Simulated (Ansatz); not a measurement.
# LiBeF3 (model cell, started as cubic perovskite with Be in the octahedra): a soft mode frozen in

Aim: this structure of LiBeF3 (model cell, started as cubic perovskite with Be in the octahedra) is to be tested for unstable modes, and one is followed downhill.

Method: DFT PBE, scalar-relativistic, plane waves, PAW; PAW set soft_1, in Ansatz 0.2.0.

The structure was built from a prototype and need not be the compound's stable phase.

### 1. Set-up

It takes space group Pm-3m (No. 221, cubic). Conventional cell: a = 3.497 Å, b = 3.497 Å, c = 3.497 Å, α = 90.00°, β = 90.00°, γ = 90.00°. Nearest to Li lie 12 F at 2.47 Å. Be has 6 F at 1.75 Å nearest. Nearest to F lie 2 Be at 1.75 Å. Farther neighbours and most contacts between anions are not listed.

### 2. Phonons on a q mesh

The cell comes from relaxations at this level that are not shown. Stability and thermal properties need the whole zone. Linear response on a 4×4×4 q mesh gives force constants as far as a supercell of that size would, and the tensors from the zone-centre run are typed in so that the long-range dipole term is interpolated apart.

File input.yaml:

```yaml
crystal:
  lattice:
    - [3.497342264, 0.0, 0.0]
    - [0.0, 3.497342264, 0.0]
    - [0.0, 0.0, 3.497342264]
  atoms:
    - { symbol: Li, position: [0.0, 0.0, 0.0] }
    - { symbol: Be, position: [0.5, 0.5, 0.5] }
    - { symbol: F, position: [0.5, 0.5, 0.0] }
    - { symbol: F, position: [0.5, 0.0, 0.5] }
    - { symbol: F, position: [0.0, 0.5, 0.5] }
kpoints:
  mp_grid: { grid: [8, 8, 8] }
hamiltonian:
  xc: pbe
  pseudopotentials: { kind: paw, azcp: { folder: soft_1 } }
scf:
  occupations: { method: fixed }
output:
  eigenvalues: true
phonons:
  method: dfpt
  qmesh: [4, 4, 4]
  temperatures: { t_max: 1000, t_step: 50 }
  qpath:
    path:
      - [[0.0, 0.0, 0.0], [0.0, 0.5, 0.0], [0.5, 0.5, 0.0], [0.0, 0.0, 0.0], [0.5, 0.5, 0.5], [0.0, 0.5, 0.0]]
      - [[0.5, 0.5, 0.5], [0.5, 0.5, 0.0]]
    npoints: 10
  non_analytic_term:
    high_frequency_dielectric_tensor: [[2.1716, 0.0, 0.0], [0.0, 2.1716, 0.0], [0.0, 0.0, 2.1716]]
    born_effective_charges:
      - { species: Li, tensor: [[1.1859, 0.0, 0.0], [0.0, 1.1859, 0.0], [0.0, 0.0, 1.1859]] }
      - { species: Be, tensor: [[2.1891, 0.0, 0.0], [0.0, 2.1891, 0.0], [0.0, 0.0, 2.1891]] }
      - { species: F, tensor: [[-0.8756, 0.0, 0.0], [0.0, -0.8756, 0.0], [0.0, 0.0, -1.6238]] }
      - { species: F, tensor: [[-0.8756, 0.0, 0.0], [0.0, -1.6238, 0.0], [0.0, 0.0, -0.8756]] }
      - { species: F, tensor: [[-1.6238, 0.0, 0.0], [0.0, -0.8756, 0.0], [0.0, 0.0, -0.8756]] }
    source: "zone-centre run at this cell"
```

Run with:

```
> ansatz run input.yaml --threads 4 --pin off --max-ram 16384MiB --backend cpu --events-out ev --progress --plain --runs-dir out
```

Numbers of over 12 decimals in the logs are rounded to 6 here.

The log of the run:

```text
Engine: ansatz 0.2.0, aarch64-unknown-linux-gnu
Pseudopotentials: kind: paw
Pseudopotential: Li, paw, valence charge 3, recommended cutoff 420 eV (normal), soft_1/Li.paw.azcp
Pseudopotential: Be, paw, valence charge 2, recommended cutoff 420 eV (normal), soft_1/Be.paw.azcp
Pseudopotential: F, paw, valence charge 7, recommended cutoff 420 eV (normal), soft_1/F.paw.azcp
Functional definition: PBE
  parameter kappa = 0.804
  parameter beta = 0.066725
  exchange = pbe_x(kappa = kappa, mu = beta*pi^2/3)
  correlation = pbe_c(beta = beta)
Crystal: 5 atoms, lattice volume = 42.777 Å³
Basis set: ecut = 420 eV, 847 PW (Γ), exchange–correlation on 48×48×48 points (8 copies of the dense FFT grid, shifted against one another)
Bands: 18, of which v1, the nominal top of the filled ones, is band 13 counted from 1 (12 counted from 0)
Symmetry: 48 space group operations
k-points: 35 of 512
Non-local potential: Li, projectors of the file, l = 0: 3, l = 1: 2, l = 2: 1
Non-local potential: Be, projectors of the file, l = 0: 2, l = 1: 2, l = 2: 1
Non-local potential: F, projectors of the file, l = 0: 2, l = 1: 2, l = 2: 1
PAW form: soft (Blöchl's): semilocal exchange-correlation on the pseudo side does not see the compensation charge
PAW one-centre angular grid: Li, 110 points (default); XC on 96 Gauss nodes
PAW one-centre angular grid: Be, 110 points (default); XC on 64 Gauss nodes
PAW one-centre angular grid: F, 110 points (default); XC on 64 Gauss nodes
Initial density: superposition of atomic densities (chi_scale 0.1, normalization cell, long waves kept (reshape's long-wave potential 0.02 eV rms))
Initial wavefunctions: pseudopotential atomic-orbital guess
Functional: x = pbe(κ = 0.804, μ = 0.219515), c = pbe(β = 0.066725)
SCF iter   1: F=—  HF=-2728.295178 eV  |F-HF|=—  |Δ(HF+E_count)|=         —  Δρ=6.35e-2  dr2=9.96e-1  ethr=3.10e-3  ⟨swp⟩=4.6  Hψ=2993  notcnv=0  defer=77
preconditioner: auto → none  [insulator: Δε(μ)=7.558 eV  Ē_g=19.550 eV  n_scr=6 (ndim 8)  ℏωp=27.8 eV  f_vac=0.000  ε∞_Penn≈3.0]
SCF iter   2: F=—  HF=-2728.385360 eV  |F-HF|=—  |Δ(HF+E_count)|=   9.02e-2  Δρ=2.75e-2  dr2=1.27e-1  ethr=3.10e-3  ⟨swp⟩=2.1  Hψ=1348  notcnv=0  defer=66
SCF iter   3: F=—  HF=-2728.402523 eV  |F-HF|=—  |Δ(HF+E_count)|=   1.72e-2  Δρ=1.19e-2  dr2=2.95e-2  ethr=4.88e-4  ⟨swp⟩=2.0  Hψ=990  notcnv=0  defer=97
SCF iter   4: F=—  HF=-2728.417143 eV  |F-HF|=—  |Δ(HF+E_count)|=   1.46e-2  Δρ=7.61e-4  dr2=1.72e-4  ethr=1.14e-4  ⟨swp⟩=2.1  Hψ=1120  notcnv=0  defer=100
SCF iter   5: F=—  HF=-2728.417276 eV  |F-HF|=—  |Δ(HF+E_count)|=   1.33e-4  Δρ=1.02e-4  dr2=1.62e-6  ethr=6.61e-7  ⟨swp⟩=2.0  Hψ=1124  notcnv=0  defer=102
SCF iter   6: F=—  HF=-2728.417276 eV  |F-HF|=—  |Δ(HF+E_count)|=   4.15e-7  Δρ=2.08e-5  dr2=7.80e-8  ethr=6.22e-9  ⟨swp⟩=2.0  Hψ=957  notcnv=0  defer=44
SCF iter   7: F=—  HF=-2728.417276 eV  |F-HF|=—  |Δ(HF+E_count)|=   1.06e-7  Δρ=9.89e-7  dr2=1.44e-10  ethr=3.00e-10  ⟨swp⟩=2.0  Hψ=982  notcnv=0  defer=44
SCF iter   8: F=-2728.417276 eV  HF=-2728.417276 eV  |F-HF|=2.27e-12  |Δ(HF+E_count)|=  3.40e-10  Δρ=8.11e-8  dr2=1.63e-12  ethr=1.00e-12  ⟨swp⟩=10.1  Hψ=3305  notcnv=0
SCF 1 converged in 8 iterations: F = -2728.417276 eV  dr2 = 1.63e-12
  greatest PAW one-centre occupation: 1.000 electrons in one spin orbital (limit 2), on the Li atom at site 0 (counted from 0), in its partial waves of l = 0
NSCF: frozen V_eff on 35 k-points
NSCF: frozen V_eff on 125 k-points
DFPT response loops at q = (0, 0, 0) (fractional): preconditioner auto → none (the input reference at scf.mixing.eps_inf says where Resta's filter doesn't serve); β = 0.50; Broyden in place of MSR1
NSCF: frozen V_eff on 400 k-points
DFPT response loops at q = (0, 0, 0.25) (fractional): mixed as the last ones told, above
NSCF: frozen V_eff on 250 k-points
DFPT response loops at q = (0, 0, -0.5) (fractional): mixed as the last ones told, above
NSCF: frozen V_eff on 640 k-points
DFPT response loops at q = (0, 0.25, 0.25) (fractional): mixed as the last ones told, above
NSCF: frozen V_eff on 400 k-points
DFPT response loops at q = (0, 0.25, -0.5) (fractional): mixed as the last ones told, above
NSCF: frozen V_eff on 250 k-points
DFPT response loops at q = (0, -0.5, -0.5) (fractional): mixed as the last ones told, above
NSCF: frozen V_eff on 1024 k-points
DFPT response loops at q = (0.25, 0.25, 0.25) (fractional): mixed as the last ones told, above
NSCF: frozen V_eff on 640 k-points
DFPT response loops at q = (0.25, 0.25, -0.5) (fractional): mixed as the last ones told, above
NSCF: frozen V_eff on 400 k-points
DFPT response loops at q = (0.25, -0.5, -0.5) (fractional): mixed as the last ones told, above
NSCF: frozen V_eff on 250 k-points
DFPT response loops at q = (-0.5, -0.5, -0.5) (fractional): mixed as the last ones told, above
SCF converged after 8 iterations
Free energy (F): -2728.417276 eV
Harris-Foulkes:  -2728.417276 eV  (|F-HF|=2.27e-12)
Internal energy: -2728.417276 eV  (E = F + TS)
E sigma→0 (E₀):  -2728.417276 eV
Fermi energy:    2.250274 eV
--- Per-component energies (eV) ---
  E_band       = -193.803019
  E_kinetic    = 632.534021
  E_local      = -1840.390449  (includes V_loc(G=0)·N_el)
  E_nonlocal   = 245.256169
  E_hartree    = 668.614754
  E_xc         = -261.358129
  E_vxc        = -329.931205  (∫ρ·V_xc dr)
  E_paw        = -698.444183  (= ΣΔE_a)
  E_vpaw       = -238.503319  (= ΣTr[D̂ρ^β])
  E_aug_tail   = 0.002297  (compensation charges beyond the density's cutoff)
  E_ewald      = -1474.631755
  E_smearing   = -0.000000  (= −TS)
  E_closure    = 0.000000  (closes the sum)
  Σ components = -2728.417276   (vs F -2728.417276, Δ=0.00e0)
--- Band table (eV; the first three rows and the last of 35) ---
  k-point 0: bands = [... 9 lower, 1.2150, 1.4818, 1.4818, 1.4818, 9.7792, 14.7542, 17.5192, 17.5192, ... 1 higher]
  k-point 1: bands = [... 9 lower, 1.1627, 1.2787, 1.4439, 1.4439, 10.0364, 14.9012, 16.2873, 17.3646, ... 1 higher]
  k-point 2: bands = [... 9 lower, 0.9395, 1.0384, 1.4140, 1.4140, 10.7004, 14.9507, 15.3800, 17.0120, ... 1 higher]
  k-point 34: bands = [... 9 lower, 1.0244, 2.2503, 2.2503, 2.2503, 13.8442, 14.5158, 14.5158, 14.5158, ... 1 higher]
--- Phonons (Γ-DFPT): 4 representative perturbations + reference (Σ response iterations 14) ---
  ASR residual: 3.750e-3 → 0.000e0 eV/Å²; symmetrization residual: 1.150e-6 eV/Å²
  ASR residual per site (eV/Å²): 3.71e-4 3.75e-3 1.72e-3 1.72e-3 1.72e-3
  Γ frequencies (cm⁻¹): -208.46 -208.46 -208.46 0.00 0.00 0.00 207.71 207.71 207.71 212.48 212.48 212.48 485.87 485.87 485.87
--- Phonons (arbitrary-q DFPT): 10 irreducible q on the 4×4×4 mesh ---
  q = [0.0000, 0.0000, 0.0000] (star 1, of the zone-centre solve; hermiticity 2.34e-7, symmetrization 4.45e-13): -208.46 -208.46 -208.46 -0.00 -0.00 0.00 207.71 207.71 207.71 212.48 212.48 212.48 485.87 485.87 485.87
  q = [0.0000, 0.0000, 0.2500] (star 6, 9 solved perturbations in 1560 linear systems a pass and spin channel, the states on 200 of 512 k-point pairs; hermiticity 1.29e-7, symmetrization 4.24e-14): -191.84 -191.84 104.12 104.12 152.61 196.67 196.67 204.72 219.89 232.63 232.63 471.05 471.05 496.04 686.85
  q = [0.0000, 0.0000, -0.5000] (star 3, 9 solved perturbations in 975 linear systems a pass and spin channel, the states on 125 of 512 k-point pairs; hermiticity 1.34e-7, symmetrization 9.38e-10): -168.69 -168.69 119.06 119.06 188.25 188.25 226.82 242.60 244.01 267.75 267.75 451.29 451.29 523.08 657.29
  q = [0.0000, 0.2500, 0.2500] (star 12, 9 solved perturbations in 2460 linear systems a pass and spin channel, the states on 320 of 512 k-point pairs; hermiticity 1.27e-7, symmetrization 2.26e-14): -189.71 -178.06 -13.44 26.22 166.32 180.36 194.16 197.29 235.00 314.54 317.40 455.40 507.79 509.66 685.33
  q = [0.0000, 0.2500, -0.5000] (star 12, 15 solved perturbations on 200 of 512 k-point pairs; hermiticity 1.64e-7, symmetrization 1.05e-8): -165.23 -160.50 -102.64 -46.58 172.37 178.48 202.31 236.74 261.59 285.09 364.46 433.97 505.53 592.14 651.96
  q = [0.0000, -0.5000, -0.5000] (star 3, 9 solved perturbations in 975 linear systems a pass and spin channel, the states on 125 of 512 k-point pairs; hermiticity 1.58e-7, symmetrization 2.51e-9): -170.44 -159.41 -159.41 -151.17 191.91 211.45 237.52 237.52 254.86 254.86 404.09 408.83 556.73 647.09 647.09
  q = [0.2500, 0.2500, 0.2500] (star 8, 4 solved perturbations in 1376 linear systems a pass and spin channel, the states on 512 of 512 k-point pairs; hermiticity 6.35e-8, symmetrization 1.36e-13): -172.46 -172.46 -122.87 -37.47 -37.47 96.11 290.66 290.66 298.01 321.88 321.88 487.25 487.25 528.69 677.15
  q = [0.2500, 0.2500, -0.5000] (star 12, 9 solved perturbations in 2460 linear systems a pass and spin channel, the states on 320 of 512 k-point pairs; hermiticity 1.38e-7, symmetrization 5.84e-9): -157.10 -147.88 -140.57 -70.49 -17.41 15.11 241.21 283.74 313.93 357.14 370.63 453.64 521.62 611.50 632.94
  q = [0.2500, -0.5000, -0.5000] (star 6, 9 solved perturbations in 1560 linear systems a pass and spin channel, the states on 200 of 512 k-point pairs; hermiticity 1.49e-7, symmetrization 6.77e-9): -171.00 -143.23 -143.23 -137.35 -54.37 -54.37 208.59 258.85 362.15 362.15 408.37 454.89 600.13 613.40 613.40
  q = [-0.5000, -0.5000, -0.5000] (star 1, 4 solved perturbations in 350 linear systems a pass and spin channel, the states on 125 of 512 k-point pairs; hermiticity 1.63e-7, symmetrization 8.18e-8): -171.56 -171.56 -171.56 -123.33 -123.33 -123.33 205.67 205.67 412.98 412.98 412.98 573.33 573.33 573.33 617.77
  sum rule: each row above includes the acoustic sum rule's correction from the zone centre's row sums; it moved no ω² by more than (10.64 cm⁻¹)²
  mesh force constants: q→R imaginary residual 1.28e-18; ASR residual 3.750e-3 → 0.000e0 eV/Å²; symmetrization residual 7.994e-15 eV/Å²
  interpolated dispersion: 63 rows × 15 modes
  density of states and harmonic sums: on the 20×20×20 q-mesh, interpolated from the force constants of a 4×4×4 supercell (with the dipole–dipole term of supplied tensors)
  largest difference from the sums on the solved wave vectors: F 5.17e-2 eV, S 9.14e-5 and C_V 3.94e-5 eV/K
  zero-point energy: 0.240604 eV/cell   skipped modes (ω ≤ 0): 1043, of them read as no rigid motion or as one in doubt: 1040 (3.635e0 modes/cell left out, lowest -208.46 cm⁻¹)   left out of the sums: 2.42e-1 of the cell's modes: C_V's classical limit lies that fraction below 3 k_B per atom; for a crystal, a wire or a layer, F and S can be off by more, and a phonons.interpolated_qmesh denser along its periods is the remedy for the sampling
```

Run time: 3.8 min. Hardware: 4 threads of Arm Neoverse V1, shared host; peak memory 1.1 GiB.

In the SCF lines HF is the Harris–Foulkes energy and dr2 the Hartree energy of the density residual, in eV; the loop may stop once dr2 is under the threshold and the program's other checks hold. Hψ counts applications of the Hamiltonian.

Numbers from this step:

```
gap on the k-mesh                                       : 7.529 eV
volume per atom                                         : 8.555 Å³
sum-rule residual before enforcement                    : 0.003750 eV/Å²
lowest frequency on the path                            : -208.5 cm⁻¹
point group                                             : m-3m
highest frequency on the path or at a solved wavevector : 705.3 cm⁻¹
highest optical mode at the zone centre (no LO-TO term) : 485.9 cm⁻¹
lowest optical zone-centre mode                         : -208.5 cm⁻¹
lowest mode on the q mesh (acoustic modes at Γ apart)   : -208.5 cm⁻¹
```

Frequencies (cm⁻¹) solved at each irreducible wavevector; negative means imaginary. Frequencies by wavevector, by row:

| q in reciprocal lattice units | star | mode 1 | mode 2 | mode 3 | mode 4 | mode 13 | mode 14 | mode 15 |
| --- | --- | --- | --- | --- | --- | --- | --- | --- |
| 0 0 0 | 1 | -208.5 | -208.5 | -208.5 | 0 | 485.9 | 485.9 | 485.9 |
| 0 0 0.25 | 6 | -191.8 | -191.8 | 104.1 | 104.1 | 471.1 | 496 | 686.9 |
| 0 0 -0.5 | 3 | -168.7 | -168.7 | 119.1 | 119.1 | 451.3 | 523.1 | 657.3 |
| 0 0.25 0.25 | 12 | -189.7 | -178.1 | -13.4 | 26.2 | 507.8 | 509.7 | 685.3 |
| 0 0.25 -0.5 | 12 | -165.2 | -160.5 | -102.6 | -46.6 | 505.5 | 592.1 | 652 |
| 0 -0.5 -0.5 | 3 | -170.4 | -159.4 | -159.4 | -151.2 | 556.7 | 647.1 | 647.1 |
| 0.25 0.25 0.25 | 8 | -172.5 | -172.5 | -122.9 | -37.5 | 487.2 | 528.7 | 677.1 |
| 0.25 0.25 -0.5 | 12 | -157.1 | -147.9 | -140.6 | -70.5 | 521.6 | 611.5 | 632.9 |
| 0.25 -0.5 -0.5 | 6 | -171 | -143.2 | -143.2 | -137.3 | 600.1 | 613.4 | 613.4 |
| -0.5 -0.5 -0.5 | 1 | -171.6 | -171.6 | -171.6 | -123.3 | 573.3 | 573.3 | 617.8 |

Interpolated from a 4×4×4 q mesh, with the LO-TO term (at Γ the limit along the path; where Γ stands inside the path, tables give the limit on arrival). The phonon branches at the labelled points (cm⁻¹):

| point | branch 1 | branch 2 | branch 3 | branch 4 | branch 12 | branch 13 | branch 14 | branch 15 |
| --- | --- | --- | --- | --- | --- | --- | --- | --- |
| Γ | -208 | -208 | 0 | 0 | 486 | 486 | 486 | 705 |
| halfway | -192 | -192 | 104 | 104 | 471 | 471 | 496 | 687 |
| X | -169 | -169 | 119 | 119 | 451 | 451 | 523 | 657 |
| halfway | -165 | -160 | -103 | -47 | 434 | 506 | 592 | 652 |
| M | -170 | -159 | -159 | -151 | 409 | 557 | 647 | 647 |
| halfway | -190 | -178 | -13 | 26 | 455 | 508 | 510 | 685 |
| Γ | -208 | -208 | 0 | 0 | 486 | 486 | 486 | 705 |
| halfway | -172 | -172 | -123 | -38 | 487 | 487 | 529 | 677 |
| R | -172 | -172 | -172 | -123 | 573 | 573 | 573 | 618 |
| halfway | -157 | -148 | -141 | -70 | 454 | 522 | 612 | 633 |
| X | -169 | -169 | 119 | 119 | 451 | 451 | 523 | 657 |
| jump to R | -172 | -172 | -172 | -123 | 573 | 573 | 573 | 618 |
| halfway | -171 | -143 | -143 | -137 | 455 | 600 | 613 | 613 |
| M | -170 | -159 | -159 | -151 | 409 | 557 | 647 | 647 |

Symmetry leaves 10 wavevectors to solve. The lowest mode among them, the acoustic zeros apart, lies at Γ and is imaginary, 208.5i cm⁻¹, so the energy falls along it.

### 3. The mode frozen in, largest atomic shift 0 Å

The mode followed lies at Γ with frequency 208.5i cm⁻¹ and is 3-fold degenerate, the softest among the wavevectors solved. At small amplitude the distorted cell has space group no. 38 by a symmetry search on the positions. The undistorted cell that holds it gives the zero of energy on the same k mesh.

input.yaml, the sections that differ from step 2:

```yaml
scf:
  occupations: { method: gaussian, width: 0.02 }
output:
  forces: true
  stress: true
  eigenvalues: true
# crystal, kpoints, hamiltonian: as in step 2
# phonons: removed
```

The log of the run:

```text
[...]
Crystal: 5 atoms, lattice volume = 42.777 Å³
Basis set: ecut = 420 eV, 847 PW (Γ), exchange–correlation on 48×48×48 points (8 copies of the dense FFT grid, shifted against one another)
Bands: 18, of which v1, the nominal top of the filled ones, is band 13 counted from 1 (12 counted from 0)
Symmetry: 48 space group operations
[...]
k-points: 35 of 512
[...]
P = ⅓ Tr σ = 0.0023 GPa (0.023 kbar)
--- Band table (eV; the first three rows and the last of 35) ---
  k-point 0: bands = [... 9 lower, 1.2150, 1.4817, 1.4817, 1.4817, 9.7791, 14.7541, 17.5191, 17.5191]
  k-point 1: bands = [... 9 lower, 1.1626, 1.2787, 1.4439, 1.4439, 10.0363, 14.9012, 16.2872, 17.3646]
  k-point 2: bands = [... 9 lower, 0.9394, 1.0383, 1.4139, 1.4139, 10.7004, 14.9506, 15.3800, 17.0119]
  k-point 34: bands = [... 9 lower, 1.0244, 2.2502, 2.2502, 2.2502, 13.8441, 14.5158, 14.5158, 14.5158]
[key lines of the parts left out:]
SCF converged after 7 iterations
Free energy (F): -2728.417276 eV
Fermi energy:    6.014697 eV
```

Wall time 0.63 s (4 threads); peak memory 0.3 GiB.

Numbers from this step:

- pressure: 0.002266 GPa
- energy from the undistorted cell: 0 meV/atom

At this level the gap is 7.53 eV on the k-mesh of the self-consistent run, which can miss the band edges.

### 4. The mode frozen in, largest atomic shift 0.45 Å

The atoms are moved along the unstable eigenvector, the largest shift by 0.45 Å, with the cell fixed.

input.yaml, the sections that differ from step 3:

```yaml
crystal:
  lattice:
    - [3.497342264, 0.0, 0.0]
    - [0.0, 3.497342264, 0.0]
    - [0.0, 0.0, 3.497342264]
  atoms:
    - { symbol: Li, position: [0.0, 0.0909828171, 0.0909828171] }
    - { symbol: Be, position: [0.5, 0.5259142548, 0.5259142548] }
    - { symbol: F, position: [0.5, 0.4841604227, -0.0138491328] }
    - { symbol: F, position: [0.5, -0.0138491328, 0.4841604227] }
    - { symbol: F, position: [0.0, 0.4841604227, 0.4841604227] }
# kpoints, hamiltonian, scf, output: as in step 3
```

The log of the run:

```text
[...]
Crystal: 5 atoms, lattice volume = 42.777 Å³
Basis set: ecut = 420 eV, 847 PW (Γ), exchange–correlation on 48×48×48 points (8 copies of the dense FFT grid, shifted against one another)
Bands: 18, of which v1, the nominal top of the filled ones, is band 13 counted from 1 (12 counted from 0)
Symmetry: 4 space group operations
[...]
k-points: 105 of 512 (time reversal used)
[...]
--- Band table (eV; the first three rows and the last of 105) ---
  k-point 0: bands = [... 9 lower, 1.0963, 1.3136, 1.3674, 1.4294, 9.6712, 14.0028, 16.4925, 17.8332]
  k-point 1: bands = [... 9 lower, 1.0379, 1.1612, 1.3276, 1.3372, 9.9174, 14.0935, 16.1880, 17.6839]
  k-point 2: bands = [... 9 lower, 0.8078, 0.8814, 1.2455, 1.2890, 10.5534, 14.2229, 15.5671, 17.3537]
  k-point 104: bands = [... 9 lower, 0.8729, 2.0121, 2.1092, 2.1527, 12.8641, 14.3694, 14.4649, 14.9069]
[key lines of the parts left out:]
SCF converged after 8 iterations
Free energy (F): -2728.514713 eV
Fermi energy:    5.911949 eV
P = ⅓ Tr σ = 3.0268 GPa (30.268 kbar)
```

It took 2.4 s on 4 threads; peak memory 0.37 GiB; 8.9 s of CPU time.

Numbers from this step:

| Item | Value |
| --- | --- |
| pressure | 3.027 GPa |
| gap on the k-mesh | 7.519 eV |
| energy from the undistorted cell | -19.49 meV/atom |

The energy, extrapolated to zero smearing, is -19.49 meV/atom against the undistorted cell.

The run ends at a pressure of 3.03 GPa, with forces up to 0.13 eV/Å.

### 5. Energy along the mode, all amplitudes (two of the runs are shown above)

An imaginary frequency means negative curvature, so the energy should fall and then rise again as anharmonic terms take over.

Numbers from this step:

```
depth at the lowest point sampled  : 19.49 meV/atom
largest atomic shift at that point : 0.45 Å
```

The energy from the parent by largest atomic shift:

| largest atomic shift (Å) | energy from the parent (meV/atom) |
| --- | --- |
| 0.000 | 0 |
| 0.040 | -0.236 |
| 0.080 | -0.938 |
| 0.140 | -2.81 |
| 0.220 | -6.62 |
| 0.320 | -12.7 |
| 0.450 | -19.5 |
| 0.600 | -15.9 |

Displacement at unit largest shift by atom:

| atom | x (Å) | y (Å) | z (Å) | size |
| --- | --- | --- | --- | --- |
| Li1 | 0.000 | 0.707 | 0.707 | 1.000 |
| Be2 | 0.000 | 0.201 | 0.201 | 0.284 |
| F3 | 0.000 | -0.123 | -0.108 | 0.164 |
| F4 | 0.000 | -0.108 | -0.123 | 0.164 |
| F5 | 0.000 | -0.123 | -0.123 | 0.174 |

The lowest of the steps tried is at 0.45 Å, 19.5 meV/atom below the parent; the bottom of the well need not coincide with a step.

[end of part 1 of 3]

[Logs are printed without paths, hosts, clocks, repeated set-up lines and the standing remarks that a program may print on its own settings, such as how far it seeks lower states.]

[Hosts, paths, dates, database ids (printed as entryN), source tags and the programs' standing remarks are cut or masked in the printed files.]
